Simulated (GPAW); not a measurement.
# TiNCl (Pmmn): G0W0 on several meshes in GPAW

Wanted: mesh dependence and cost of G0W0 for TiNCl (Pmmn).

Program: GPAW 26.7.0. Level of theory: LDA and many-body steps on it, plane waves. Results are calculated unless marked as measured.

## 1. The structure

The structure is orthorhombic, space group Pmmn (No. 59). The conventional cell has a = 3.258 Å, b = 3.937 Å, c = 7.803 Å, α = 90.00°, β = 90.00°, γ = 90.00°. Ti has 4 N at 2.01 Å and 2 Cl at 2.42 Å nearest. Nearest to N lie 4 Ti at 2.01 Å. Nearest to Cl lie 2 Ti at 2.42 Å. Farther neighbours and most contacts between anions are not listed.

Structure file:

```xyz
6
Lattice="3.2580 0.0000 0.0000 0.0000 3.9370 0.0000 0.0000 0.0000 7.8030" Properties=species:S:1:pos:R:3 pbc="T T T"
Ti    0.0000    1.9685    0.7803
Ti    1.6290    0.0000    7.0227
N     1.6290    1.9685    7.4128
N     0.0000    0.0000    0.3901
Cl    1.6290    1.9685    2.5750
Cl    0.0000    0.0000    5.2280
```

The cell and positions come from the Crystallography Open Database and are kept as given unless a step says otherwise.

## 2. Empty states on the mesh, 4×4×2 mesh, 652 bands

This step: GPAW 26.7.0; DFT, LDA, plane waves, PAW.

The sums over transitions need many empty states on a uniform mesh; this step solves for them.

Input file run.py:

```python
import json
import numpy as np
from gpaw.mpi import world
from gpaw import GPAW

calc = GPAW('gs.gpw').fixed_density(kpts={'size': (4, 4, 2), 'gamma': True},
    parallel={'domain': 1, 'band': 1},
    txt='nscf.txt')
calc.diagonalize_full_hamiltonian(nbands=652)
calc.write('full.gpw', mode='all')
res = {}
kpts = calc.get_ibz_k_points()
res['kpts'] = kpts
res['eigenvalues'] = [calc.get_eigenvalues(kpt=k) for k in range(len(kpts))]
res['n_electrons'] = calc.get_number_of_electrons()

if world.rank == 0:
    with open('result.json', 'w') as f:
        json.dump(res, f, default=lambda x: x.tolist())
```

Run with:

```console
mpirun -n 8 gpaw python run.py
```

Numbers of over 12 decimals in the logs are rounded to 6 here.

What it wrote:

```text
Diagonalizing LCAO Hamiltonian
Converting LCAO to pw mode
convergence criteria:
- Maximum integral of absolute [eigenst]ate change: 4e-08 eV^2 / valence electron
maximum number of iterations: 100

SCF iterations
|iter     |     time |      energy | eigst |  dens |
|iter:   1|  |             | -0.00 |       |
|iter:   2|  |             | -1.44 |       |
|iter:   3|  |             | -2.61 |       |
[...]
|iter:  10|  |             | -6.96 |       |
|iter:  11|  |             | -7.35 |       |
|iter:  12|  |             | -7.74c|       |
SCF steps: 12
  __  _  _
 | _ |_)|_||  |
 |__||  | ||/\| - 26.7.0

Input parameters:
  mode=PW(ecut=600.0),
  convergence={'density': 1e-06, 'bands': -3},
  gpts=array([20, 24, 45]),
  kpts=MonkhorstPack(size=(4, 4, 2), gamma=True),
  maxiter=100,
  nbands=33,
  occupations=Occupations(name='fermi-dirac', width=0.001, fixmagmom=False),
  parallel={'domain': 1, 'band': 1},
  xc=XC(name='LDA')
Matrix size: 3365x3365
# Writing to full.gpw (mode='all')
  [... matrices ...]

timing:  # [seconds]
  Total: 122.590  # ━━━━━━━━━━━━━━━━━━━━━━━━━━━━━━━━━━━━━━━━━━━━━━━━━━━━━━━━━
```

Elapsed: 2.2 min, on 8 MPI ranks of Arm Neoverse V1, shared host; peak memory 9.1 GiB; 18 min of CPU time.

Numbers from this step:

| Item | Value |
| --- | --- |
| gap | 0.5299 eV |
| k of the valence top | 0, 0, 0.5 |
| k of the conduction bottom | 0, 0, 0 |
| least direct gap | 0.5301 eV |
| k points computed | 18 |
| lowest point of the top converged band, above the valence top | 184.4512 eV |

On this mesh the gap is 0.530 eV.

## 3. 4×4×2

Now the one-shot GW correction: screening in the RPA, then the self-energy of the levels asked for.

This step: G0W0 on LDA, plane waves, PAW.

Input file run.py:

```python
import json
import numpy as np
from gpaw.mpi import world
from gpaw.response.g0w0 import G0W0

gw = G0W0('full.gpw',
    filename='gw',
    kpts=[0, 1],
    bands=(22, 26),
    ecut=60,
    nbands=105,
    integrate_gamma='WS',
    ppa=True)
gw.calculate()
res = {mode: {k: v for k, v in r.items() if k != 'sigma_eskwn'}
       for mode, r in gw.all_results.items()}

if world.rank == 0:
    with open('result.json', 'w') as f:
        json.dump(res, f, default=lambda x: x.tolist())
```

Run with:

```console
mpirun -n 8 gpaw python run.py
```

What it wrote:

```text
Using integrator: PointIntegrator
FrequencyGridDescriptor(from 0.000+0.000j to 0.000+27.211j eV, 2 points)
Nonperiodic BCs:  [False False False]
Using integrator: PointIntegrator
FrequencyGridDescriptor(from 0.000+0.000j to 0.000+27.211j eV, 2 points)
Nonperiodic BCs:  [False False False]
  ___  _ _ _
 |   || | | |
 | | || | | |
 |__ ||_____|
 |___|

BZ k-points: Symmetries present (total): 4

  [... matrices ...]
32 k-points: 4 x 4 x 2 Monkhorst-Pack grid + [1/8,1/8,1/4]
18 k-points in the irreducible part of the Brillouin zone
       k-points in crystal coordinates                weights
   0:     0.00000000    0.00000000    0.00000000          1/32
   1:     0.00000000    0.00000000    0.50000000          1/32
   2:     0.00000000    0.25000000    0.00000000          2/32
   3:     0.00000000    0.25000000    0.50000000          2/32
   4:     0.00000000    0.50000000    0.00000000          1/32
   5:     0.00000000    0.50000000    0.50000000          1/32
   6:     0.25000000    0.00000000    0.00000000          2/32
   7:     0.25000000    0.00000000    0.50000000          2/32
   8:     0.25000000    0.25000000    0.00000000          4/32
   9:     0.25000000    0.25000000    0.50000000          4/32
          ...
  17:     0.50000000    0.50000000    0.50000000          1/32

Distributing spins, k-points and bands (1 x 2 x 4) over 8 processes
Number of blocks: 1

Quasi particle states:
k-points (IBZ indices): [0, 1]
Band range: (22, 26)
  [... matrices ...]
Computational parameters:
Plane wave cut-off: 60 eV
Number of bands: 105
Coulomb cutoff: None
Broadening: 0.1 eV

fxc modes: GW
Kernel: RPA
Using Godby-Needs plasmon-pole approximation:
  Fitting energy: i*E0, E0 = 1.000 Hartree
Summing all q:

Calculating screened Coulomb potential
No Coulomb truncation
FrequencyGridDescriptor(from 0.000+0.000j to 0.000+27.211j eV, 2 points)
Removing empty qpoint cache files...

Calculating chi0 body with:
    Ground state adapter containing:
    Number of spins: 1
    Number of kpoints: 32
    Number of irreducible kpoints: 18
    Number of completely occupied states: 24
    Number of partially occupied states: 24
    Occupied states memory: 7.91015625 M / cpu

    Linear response parametrization:
    q_c: [0.0, 0.0, 0.0]
    Number of frequency points: 2
    Planewave cutoff: 60.0
    Number of bands: 105
    Number of planewaves: 101
    Broadening (eta): 1e-06
    comm.size: 8
    kncomm.size: 8
    blockcomm.size: 1

    Memory estimate of potentially large arrays:
        chi0_wGG: 0.311310 M / cpu
Integrating chi0 body.

Symmetries of q_c:
    Direct symmetries (Uq -> q): 4
    Indirect symmetries (TUq -> q): 4
In total 8 allowed symmetries.

  [... matrices ...]
18 groups of equivalent kpoints. 43.75% reduction.

Integral kind: response function
Integrating chi0 head and wings.

Symmetries of q_c:
    Direct symmetries (Uq -> q): 4
    Indirect symmetries (TUq -> q): 4
In total 8 allowed symmetries.

  [... matrices ...]
18 groups of equivalent kpoints. 43.75% reduction.

Integral kind: response function wings

Calculating chi0 body with:
    Ground state adapter containing:
    Number of spins: 1
    Number of kpoints: 32
    Number of irreducible kpoints: 18
    Number of completely occupied states: 24
    Number of partially occupied states: 24
    Occupied states memory: 7.91015625 M / cpu

    Linear response parametrization:
[... the further q-points ...]

Results:
f:      Occupation numbers
eps:     KS-eigenvalues [eV]
vxc:     KS vxc [eV]
exx:     Exact exchange [eV]
sigma:   Self-energies [eV]
dsigma:  Self-energy derivatives
Z:       Renormalization factors
qp:      QP-energies [eV]

k-point 0 (0): (0.000, 0.000, 0.000)                GW
band       f     eps     vxc     exx   sigma  dsigma       Z      qp
                                                                   GW
  22   1.000   3.313 -18.718 -21.320   3.039  -0.291   0.775   3.651
  23   1.000   4.164 -19.729 -21.410   2.868  -0.311   0.763   5.069
  24   0.000   4.696 -20.936 -13.276  -5.069  -0.317   0.759   6.664
  25   0.000   5.796 -21.902 -13.469  -5.673  -0.344   0.744   7.850

k-point 1 (1): (0.000, 0.000, 0.500)                GW
band       f     eps     vxc     exx   sigma  dsigma       Z      qp
                                                                   GW
  22   1.000   3.194 -18.610 -21.183   3.039  -0.293   0.773   3.555
  23   1.000   4.167 -19.732 -21.399   2.855  -0.311   0.763   5.073
  24   0.000   4.697 -20.937 -13.276  -5.070  -0.317   0.759   6.665
  25   0.000   5.785 -21.816 -13.427  -5.642  -0.342   0.745   7.831
```

Elapsed: 48 s, on 8 MPI ranks; peak memory 3 GiB; 6.4 min of CPU time.

Numbers from this step:

```yaml
g0w0_gap_on_the_points_computed: 1.591 eV
least_direct_g0w0_gap_on_the_computed_points: 1.591 eV
z_at_the_valence_top: 0.7629
z_at_the_conduction_bottom: 0.7594
starting_gap_on_the_mesh: 0.5299 eV
k_of_the_valence_top: 0, 0, 0.5
k_of_the_conduction_bottom: 0, 0, 0
```

The gap on the mesh goes from 0.53 eV to 1.59 eV, a correction of +1.06 eV.

## 4. Empty states on the mesh, 6×6×4 mesh, 115 bands

This step: DFT, LDA, plane waves, PAW.

Input file run.py:

```python
import json
import numpy as np
from gpaw.mpi import world
from gpaw import GPAW

calc = GPAW('gs.gpw').fixed_density(kpts={'size': (6, 6, 4), 'gamma': True},
    nbands=134,
    convergence={'bands': 115},
    txt='nscf.txt')
calc.write('full.gpw', mode='all')
res = {}
kpts = calc.get_ibz_k_points()
res['kpts'] = kpts
res['eigenvalues'] = [calc.get_eigenvalues(kpt=k) for k in range(len(kpts))]
res['n_electrons'] = calc.get_number_of_electrons()

if world.rank == 0:
    with open('result.json', 'w') as f:
        json.dump(res, f, default=lambda x: x.tolist())
```

Run with:

```console
mpirun -n 8 gpaw python run.py
```

What it wrote:

```text
Diagonalizing LCAO Hamiltonian
Converting LCAO to pw mode
convergence criteria:
- Maximum integral of absolute [eigenst]ate change: 4e-08 eV^2 / valence electron
maximum number of iterations: 100

SCF iterations
|iter     |     time |      energy | eigst |  dens |
|iter:   1|  |             | +3.87 |       |
|iter:   2|  |             | +2.60 |       |
|iter:   3|  |             | +1.50 |       |
[...]
|iter:  11|  |             | -6.80 |       |
|iter:  12|  |             | -7.22 |       |
|iter:  13|  |             | -7.88c|       |
SCF steps: 13
  __  _  _
 | _ |_)|_||  |
 |__||  | ||/\| - 26.7.0

Input parameters:
  mode=PW(ecut=600.0),
  convergence={'bands': 115},
  gpts=array([20, 24, 45]),
  kpts=MonkhorstPack(size=(6, 6, 4), gamma=True),
  maxiter=100,
  nbands=134,
  occupations=Occupations(name='fermi-dirac', width=0.001, fixmagmom=False),
  parallel={},
  xc=XC(name='LDA')
# Writing to full.gpw (mode='all')
  [... matrices ...]

timing:  # [seconds]
  Total: 0.145  # ━━━━━━━━━━━━━━━━━━━━━━━━━━━━━━━━━━━━━━━━━━━━━━━━━━━━━━━━━━━
```

Wall time 70 s (8 MPI ranks); peak memory 2.1 GiB; 9.3 min of CPU time.

Numbers from this step:

```yaml
gap: 0.5290 eV
k_of_the_valence_top: 0, 0, 0.25
k_of_the_conduction_bottom: 0, 0, 0
least_direct_gap: 0.5291 eV
k_points_computed: 48
lowest_point_of_the_top_converged_band_above_the_valence_top: 44.48 eV
```

On this mesh the gap is 0.529 eV.

## 5. 6×6×4

This step: G0W0 on LDA, plane waves, PAW.

Input file run.py:

```python
import json
import numpy as np
from gpaw.mpi import world
from gpaw.response.g0w0 import G0W0

gw = G0W0('full.gpw',
    filename='gw',
    kpts=[0, 1],
    bands=(22, 26),
    ecut=60,
    nbands=105,
    integrate_gamma='WS',
    ppa=True)
gw.calculate()
res = {mode: {k: v for k, v in r.items() if k != 'sigma_eskwn'}
       for mode, r in gw.all_results.items()}

if world.rank == 0:
    with open('result.json', 'w') as f:
        json.dump(res, f, default=lambda x: x.tolist())
```

Run with:

```console
mpirun -n 8 gpaw python run.py
```

What it wrote:

```text
Using integrator: PointIntegrator
FrequencyGridDescriptor(from 0.000+0.000j to 0.000+27.211j eV, 2 points)
Nonperiodic BCs:  [False False False]
Using integrator: PointIntegrator
FrequencyGridDescriptor(from 0.000+0.000j to 0.000+27.211j eV, 2 points)
Nonperiodic BCs:  [False False False]
  ___  _ _ _
 |   || | | |
 | | || | | |
 |__ ||_____|
 |___|

BZ k-points: Symmetries present (total): 4

  [... matrices ...]
144 k-points: 6 x 6 x 4 Monkhorst-Pack grid + [1/12,1/12,1/8]
48 k-points in the irreducible part of the Brillouin zone
       k-points in crystal coordinates                weights
   0:     0.00000000    0.00000000    0.00000000          1/144
   1:     0.00000000    0.00000000    0.25000000          2/144
   2:     0.00000000    0.00000000    0.50000000          1/144
[...]
9:     0.00000000    0.50000000    0.00000000          1/144
          ...
  47:     0.50000000    0.50000000    0.50000000          1/144

Distributing spins, k-points and bands (1 x 2 x 4) over 8 processes
Number of blocks: 1

Quasi particle states:
k-points (IBZ indices): [0, 1]
Band range: (22, 26)
  [... matrices ...]
Computational parameters:
Plane wave cut-off: 60 eV
Number of bands: 105
Coulomb cutoff: None
Broadening: 0.1 eV

fxc modes: GW
Kernel: RPA
Using Godby-Needs plasmon-pole approximation:
  Fitting energy: i*E0, E0 = 1.000 Hartree
Summing all q:

Calculating screened Coulomb potential
No Coulomb truncation
FrequencyGridDescriptor(from 0.000+0.000j to 0.000+27.211j eV, 2 points)
Removing empty qpoint cache files...

Calculating chi0 body with:
    Ground state adapter containing:
    Number of spins: 1
    Number of kpoints: 144
    Number of irreducible kpoints: 48
    Number of completely occupied states: 24
[...]
q_c: [1.3877787807814457e-17, 1.3877787807814457e-17, 0.0]
    Number of frequency points: 2
    Planewave cutoff: 60.0
    Number of bands: 105
    Number of planewaves: 101
    Broadening (eta): 1e-06
    comm.size: 8
    kncomm.size: 8
    blockcomm.size: 1

    Memory estimate of potentially large arrays:
        chi0_wGG: 0.311310 M / cpu
Integrating chi0 body.

Symmetries of q_c:
    Direct symmetries (Uq -> q): 4
    Indirect symmetries (TUq -> q): 4
In total 8 allowed symmetries.

  [... matrices ...]
48 groups of equivalent kpoints. 66.666667% reduction.

Integral kind: response function
Integrating chi0 head and wings.

Symmetries of q_c:
    Direct symmetries (Uq -> q): 4
    Indirect symmetries (TUq -> q): 4
In total 8 allowed symmetries.

  [... matrices ...]
48 groups of equivalent kpoints. 66.666667% reduction.

Integral kind: response function wings

Calculating chi0 body with:
    Ground state adapter containing:
    Number of spins: 1
    Number of kpoints: 144
    Number of irreducible kpoints: 48
    Number of completely occupied states: 24
    Number of partially occupied states: 24
[... the further q-points ...]

Results:
f:      Occupation numbers
eps:     KS-eigenvalues [eV]
vxc:     KS vxc [eV]
exx:     Exact exchange [eV]
sigma:   Self-energies [eV]
dsigma:  Self-energy derivatives
Z:       Renormalization factors
qp:      QP-energies [eV]

k-point 0 (0): (0.000, 0.000, 0.000)                GW
band       f     eps     vxc     exx   sigma  dsigma       Z      qp
                                                                   GW
  22   1.000   3.313 -18.718 -21.231   2.933  -0.287   0.777   3.639
  23   1.000   4.164 -19.729 -21.249   2.706  -0.307   0.765   5.071
  24   0.000   4.696 -20.936 -13.468  -4.883  -0.313   0.762   6.666
[...]
k-point 1 (1): (0.000, 0.000, 0.250)                GW
band       f     eps     vxc     exx   sigma  dsigma       Z      qp
                                                                   GW
[...]
24   0.000   4.697 -20.937 -13.468  -4.884  -0.313   0.762   6.666
  25   0.000   5.790 -21.857 -13.533  -5.558  -0.339   0.747   7.856
```

It took 6.4 min on 8 MPI ranks; peak memory 4.3 GiB.

This step gave:

```yaml
g0w0_gap_on_the_points_computed: 1.592 eV
least_direct_g0w0_gap_on_the_computed_points: 1.592 eV
z_at_the_valence_top: 0.7648
z_at_the_conduction_bottom: 0.7618
starting_gap_on_the_mesh: 0.5290 eV
k_of_the_valence_top: 0, 0, 0.25
k_of_the_conduction_bottom: 0, 0, 0
```

Against G0W0 in GPAW (4×4×2 mesh, 105 bands, screening to 60 eV, Godby-Needs plasmon pole), the gap moves by +0.001 eV.

## 6. Side by side

Times are wall times on 8 MPI ranks of Arm Neoverse V1, shared host, good to a factor of about two.

| run | mesh | bands | screening cutoff (eV) | DFT gap (eV) | gap on the mesh (eV) | direct (eV) | time |
| --- | --- | --- | --- | --- | --- | --- | --- |
| 4×4×2 | 4×4×2 | 105 | 60 | 0.530 | 1.591 | 1.591 | 48 s |
| 6×6×4 | 6×6×4 | 105 | 60 | 0.529 | 1.592 | 1.592 | 6.4 min |

## 7. Results

```json
{"4×4×2": "1.591 eV", "6×6×4": "1.592 eV", "known limits": "not at the basis limit; coarse k mesh"}
```

In words: 6×6×4: no change against 4×4×2. Bands and cutoff are finite, so the gap is not at the basis limit. The miss can reach some tenths of an eV and take either sign; the mesh is an error of its own. These stock PAW sets were not made for GW. In the G0W0 runs levels were corrected at 2 k points alone, so a gap called «on the mesh» is the least over those, and an edge elsewhere would be missed. The 4×4×2 mesh is coarse for this cell, which bears on the long-range parts of exchange and screening.

[Paths, hosts, dates, memory and timing lines, banners, echoed tables and standing remarks are left out of the program output.]

[Logs are printed without paths, hosts, clocks, repeated set-up lines and the standing remarks that a program may print on its own settings, such as how far it seeks lower states.]

[Runs of the session that timed out or met a known fault of the program may be left out.]

[Hosts, paths, dates, database ids (printed as entryN), source tags and the programs' standing remarks are cut or masked in the printed files.]
